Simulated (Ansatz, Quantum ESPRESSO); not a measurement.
## Complex bands of HfO2, fluorite type, lattice constant set to 4.795 Å: the same in Ansatz

Ansatz 0.2.0; plane-wave DFT, LDA, Ansatz PAW.

As a check, the same structure is run in Ansatz.

input.yaml

```yaml
crystal:
  lattice:
    - [3.3905770158, 0.0, 0.0]
    - [0.0, 3.3905770158, 0.0]
    - [0.0, 0.0, 4.795]
  atoms:
    - { symbol: Hf, position: [0.0, 0.0, 0.0] }
    - { symbol: O, position: [0.5, 0.0, 0.25] }
    - { symbol: O, position: [0.0, 0.5, 0.25] }
    - { symbol: Hf, position: [0.5, 0.5, 0.5] }
    - { symbol: O, position: [0.5, 0.0, 0.75] }
    - { symbol: O, position: [0.0, 0.5, 0.75] }
kpoints:
  mp_grid: { grid: [8, 8, 6] }
hamiltonian:
  xc: lda
scf:
  occupations: { method: fixed }
  convergence: { dr2_threshold: 1.0e-09 }
output:
  transmission:
    leads: [[0, 0]]
    kpoints: [[0, 0], [0.5, 0], [0.5, 0.5], [0.25, 0]]
    e_range: [-1.92, 7.44]
    de: 0.24
```

Started as:

```
ansatz run input.yaml --threads 2 --pin off --max-ram 4096MiB --backend cpu --events-out ev --progress --plain --runs-dir out
```

Q: Predict the slowest decay at mid-gap; peak of the smallest κ at the zone centre; peak of the smallest κ at (1/2, 0); and im kz of the slowest decaying states against energy.

Inside the gap the slowest decay grows from the band edges towards mid-gap. At its top, κ = 0.27 Å⁻¹, tunnelling falls as exp(−2κL), a factor of 1.7 for each Å.

Numbers from this step:

- slowest decay at mid-gap: 0.2662 Å⁻¹
- peak of the smallest κ at the zone centre: 0.2662 Å⁻¹
- peak of the smallest κ at (1/2, 0): 0.4804 Å⁻¹
- peak of the smallest κ at (1/2, 1/2): 0.4828 Å⁻¹
- peak of the smallest κ at (1/4, 0): 0.3278 Å⁻¹
- valence top, on the run's zero: 19.37 eV

K across = (0, 0) in the cell's reciprocal vectors; values within 0.0025 1/Å of each other count once, columns are sorted by size at each energy, a dash where no further value was kept. Table of Im kz of the slowest decaying states by energy, zero at the highest filled level of the SCF mesh:

| energy (eV) | decay 1 (Å⁻¹) | decay 2 (Å⁻¹) | decay 3 (Å⁻¹) |
| --- | --- | --- | --- |
| -1.92 | 0.798 | 0.940 | 1.20 |
| -1.68 | 0.746 | 0.925 | 1.18 |
| -1.20 | 0.600 | 0.896 | 1.14 |
| -0.96 | 0.476 | 0.880 | 1.12 |
| -0.72 | 0.00455 | 0.00985 | 0.864 |
| -0.24 | 0.151 | 0.434 | 0.829 |
| 0.00 | 0.0167 | 0.181 | 0.499 |
| 0.24 | 0.131 | 0.203 | 0.546 |
| 0.72 | 0.218 | 0.235 | 0.612 |
| 0.96 | 0.246 | 0.636 | 0.727 |
| 1.20 | 0.255 | 0.271 | 0.657 |
| 1.68 | 0.265 | 0.309 | 0.650 |
| 1.92 | 0.266 | 0.324 | 0.621 |
| 2.16 | 0.265 | 0.337 | 0.589 |
| 2.64 | 0.254 | 0.358 | 0.516 |
| 2.88 | 0.243 | 0.365 | 0.473 |
| 3.36 | 0.204 | 0.361 | 0.377 |
| 3.60 | 0.168 | 0.282 | 0.379 |
| 3.84 | 0.104 | 0.157 | 0.222 |
| 4.32 | 0.384 | 0.549 | 0.748 |
| 4.56 | 0.383 | 0.513 | 0.746 |
| 4.80 | 0.381 | 0.478 | 0.744 |
| 5.28 | 0.203 | 0.372 | 0.410 |
| 5.52 | 0.262 | 0.365 | 0.377 |
| 5.76 | 0.302 | 0.342 | 0.357 |
| 6.24 | 0.147 | 0.264 | 0.335 |
| 6.48 | 0.214 | 0.269 | 0.321 |
| 6.72 | 0.143 | 0.305 | 0.343 |
| 7.20 | 0.261 | 0.391 | 0.440 |
| 7.44 | 0.232 | 0.394 | 0.474 |

K across = (0, 0) in the cell's reciprocal vectors. Re kz of states that move upwards against energy, zero at the highest filled level of the SCF mesh:

| energy (eV) | channel 1 (Å⁻¹) | channel 2 (Å⁻¹) | channel 3 (Å⁻¹) | channel 4 (Å⁻¹) |
| --- | --- | --- | --- | --- |
| -1.92 | -0.425 | -0.279 | 0.0866 | 0.0866 |
| -1.44 | -0.356 | -0.207 | 0.297 | 0.297 |
| -1.20 | -0.320 | -0.166 | 0.395 | 0.395 |
| -0.72 | -0.594 | -0.594 | -0.240 | - |
| -0.48 | -0.192 | - | - | - |
| 0.00 | - | - | - | - |
| 0.24 | - | - | - | - |
| 0.72 | - | - | - | - |
| 0.96 | - | - | - | - |
| 1.44 | - | - | - | - |
| 1.92 | - | - | - | - |
| 2.16 | - | - | - | - |
| 2.64 | - | - | - | - |
| 2.88 | - | - | - | - |
| 3.36 | - | - | - | - |
| 3.60 | - | - | - | - |
| 4.08 | 0.111 | 0.189 | 0.221 | - |
| 4.56 | 0.297 | 0.431 | 0.510 | - |
| 4.80 | 0.398 | 0.545 | 0.612 | - |
| 5.28 | -0.512 | - | - | - |
| 5.52 | -0.419 | - | - | - |
| 6.00 | -0.189 | - | - | - |
| 6.24 | - | - | - | - |
| 6.72 | - | - | - | - |
| 6.96 | 0.0828 | - | - | - |
| 7.44 | 0.265 | - | - | - |

K across = (1/2, 0) in the cell's reciprocal vectors; values within 0.0025 1/Å of each other count once, columns are sorted by size at each energy, a dash where no further value was kept. The Im kz of the slowest decaying states by energy, zero at the highest filled level of the SCF mesh:

| energy (eV) | decay 1 (Å⁻¹) | decay 2 (Å⁻¹) | decay 3 (Å⁻¹) |
| --- | --- | --- | --- |
| -1.92 | 0.129 | 0.331 | 1.15 |
| -1.68 | 0.223 | 0.397 | 1.14 |
| -1.20 | 0.325 | 0.488 | 1.11 |
| -0.96 | 0.358 | 0.522 | 1.10 |
| -0.72 | 0.119 | 0.386 | 0.550 |
| -0.24 | 0.290 | 0.426 | 0.592 |
| 0.00 | 0.337 | 0.441 | 0.608 |
| 0.24 | 0.375 | 0.454 | 0.621 |
| 0.72 | 0.433 | 0.471 | 0.638 |
| 0.96 | 0.455 | 0.476 | 0.643 |
| 1.20 | 0.474 | 0.479 | 0.645 |
| 1.68 | 0.480 | 0.504 | 0.644 |
| 1.92 | 0.477 | 0.516 | 0.641 |
| 2.16 | 0.473 | 0.524 | 0.636 |
| 2.64 | 0.458 | 0.528 | 0.625 |
| 2.88 | 0.446 | 0.521 | 0.622 |
| 3.36 | 0.416 | 0.485 | 0.621 |
| 3.60 | 0.395 | 0.454 | 0.623 |
| 3.84 | 0.370 | 0.412 | 0.626 |
| 4.32 | 0.258 | 0.298 | 0.632 |
| 4.56 | 0.242 | 0.635 | 0.678 |
| 4.80 | 0.154 | 0.636 | - |
| 5.28 | 0.455 | 0.645 | - |
| 5.52 | 0.477 | 0.648 | - |
| 5.76 | 0.485 | 0.652 | 1.49 |
| 6.24 | 0.241 | 0.477 | 0.660 |
| 6.48 | 0.303 | 0.464 | 0.665 |
| 6.72 | 0.348 | 0.445 | 0.672 |
| 7.20 | 0.389 | 0.413 | 0.687 |
| 7.44 | 0.349 | 0.437 | 0.695 |

K across = (1/2, 1/2) in the cell's reciprocal vectors; values within 0.0025 1/Å of each other count once, columns are sorted by size at each energy, a dash where no further value was kept. Im kz of the slowest decaying states against energy, zero at the highest filled level of the SCF mesh:

| energy (eV) | decay 1 (Å⁻¹) | decay 2 (Å⁻¹) | decay 3 (Å⁻¹) |
| --- | --- | --- | --- |
| -1.92 | 0.143 | 0.411 | 1.48 |
| -1.68 | 0.288 | 0.298 | 0.427 |
| -1.44 | 0.388 | 0.402 | 0.440 |
| -1.20 | 0.436 | 0.451 | 0.455 |
| -0.96 | 0.433 | 0.461 | 0.508 |
| -0.72 | 0.395 | 0.469 | 0.552 |
| -0.48 | 0.306 | 0.474 | 0.590 |
| -0.24 | 0.479 | 0.622 | 1.35 |
| 0.00 | 0.0407 | 0.482 | 0.651 |
| 0.24 | 0.372 | 0.483 | 0.677 |
| 0.72 | 0.481 | 0.566 | 0.721 |
| 0.96 | 0.477 | 0.623 | 0.740 |
| 1.20 | 0.472 | 0.667 | 0.757 |
| 1.44 | 0.465 | 0.704 | 0.773 |
| 1.68 | 0.456 | 0.734 | 0.787 |
| 1.92 | 0.444 | 0.759 | 0.800 |
| 2.16 | 0.429 | 0.780 | 0.813 |
| 2.40 | 0.412 | 0.798 | 0.824 |
| 2.64 | 0.390 | 0.813 | 0.834 |
| 2.88 | 0.363 | 0.825 | 0.844 |
| 3.12 | 0.330 | 0.836 | 0.852 |
| 3.36 | 0.287 | 0.844 | 0.860 |
| 3.60 | 0.227 | 0.851 | 0.868 |
| 3.84 | 0.128 | 0.856 | 0.874 |
| 4.08 | 0.859 | 0.880 | 0.887 |
| 4.32 | 0.854 | 0.861 | 0.885 |
| 4.56 | 0.820 | 0.862 | 0.890 |
| 4.80 | 0.783 | 0.861 | 0.894 |
| 5.28 | 0.0510 | 0.701 | 0.856 |
| 5.52 | 0.0896 | 0.652 | 0.851 |
| 5.76 | 0.590 | 0.845 | 0.905 |
| 6.00 | 0.496 | 0.837 | 0.906 |
| 6.24 | 0.331 | 0.829 | 0.907 |
| 6.48 | 0.424 | 0.818 | 0.907 |
| 6.72 | 0.473 | 0.806 | 0.871 |
| 6.96 | 0.506 | 0.792 | 0.830 |
| 7.20 | 0.531 | 0.776 | 0.783 |
| 7.44 | 0.550 | 0.729 | 0.757 |

K across = (1/4, 0) in the cell's reciprocal vectors; values within 0.0025 1/Å of each other count once, columns are sorted by size at each energy, a dash where no further value was kept.

| energy (eV) | decay 1 (Å⁻¹) | decay 2 (Å⁻¹) | decay 3 (Å⁻¹) |
| --- | --- | --- | --- |
| -1.92 | 0.0837 | 0.581 | 1.48 |
| -1.68 | 0.485 | 1.46 | - |
| -1.20 | 0.231 | 0.526 | 0.608 |
| -0.96 | 0.308 | 0.576 | 0.657 |
| -0.72 | 0.361 | 0.611 | 0.690 |
| -0.24 | 0.127 | 0.163 | 0.432 |
| 0.00 | 0.190 | 0.201 | 0.457 |
| 0.24 | 0.231 | 0.233 | 0.477 |
| 0.72 | 0.273 | 0.294 | 0.507 |
| 0.96 | 0.288 | 0.317 | 0.518 |
| 1.20 | 0.301 | 0.336 | 0.527 |
| 1.68 | 0.319 | 0.365 | 0.536 |
| 1.92 | 0.324 | 0.376 | 0.538 |
| 2.16 | 0.327 | 0.384 | 0.538 |
| 2.64 | 0.326 | 0.395 | 0.532 |
| 2.88 | 0.321 | 0.397 | 0.525 |
| 3.36 | 0.301 | 0.391 | 0.504 |
| 3.60 | 0.284 | 0.382 | 0.488 |
| 3.84 | 0.259 | 0.365 | 0.467 |
| 4.32 | 0.157 | 0.281 | 0.405 |
| 4.56 | 0.136 | 0.351 | 0.635 |
| 4.80 | 0.255 | 0.614 | 0.635 |
| 5.28 | 0.0955 | 0.489 | 0.550 |
| 5.52 | 0.220 | 0.523 | 0.618 |
| 5.76 | 0.272 | 0.500 | 0.588 |
| 6.24 | 0.166 | 0.313 | 0.460 |
| 6.48 | 0.245 | 0.316 | 0.441 |
| 6.72 | 0.295 | 0.310 | 0.42 |
| 7.20 | 0.270 | 0.358 | 0.372 |
| 7.44 | 0.227 | 0.343 | 0.379 |

[Logs are printed without paths, hosts, clocks, repeated set-up lines and the standing remarks that a program may print on its own settings, such as how far it seeks lower states.]

[Hosts, paths, dates, database ids (printed as entryN), source tags and the programs' standing remarks are cut or masked in the printed files.]

[Maps of the electrostatic potential energy from Ansatz leave out the sawtooth potential of an applied field or a dipole correction, so their vacuum need not be flat; planar profiles and work functions include it.]
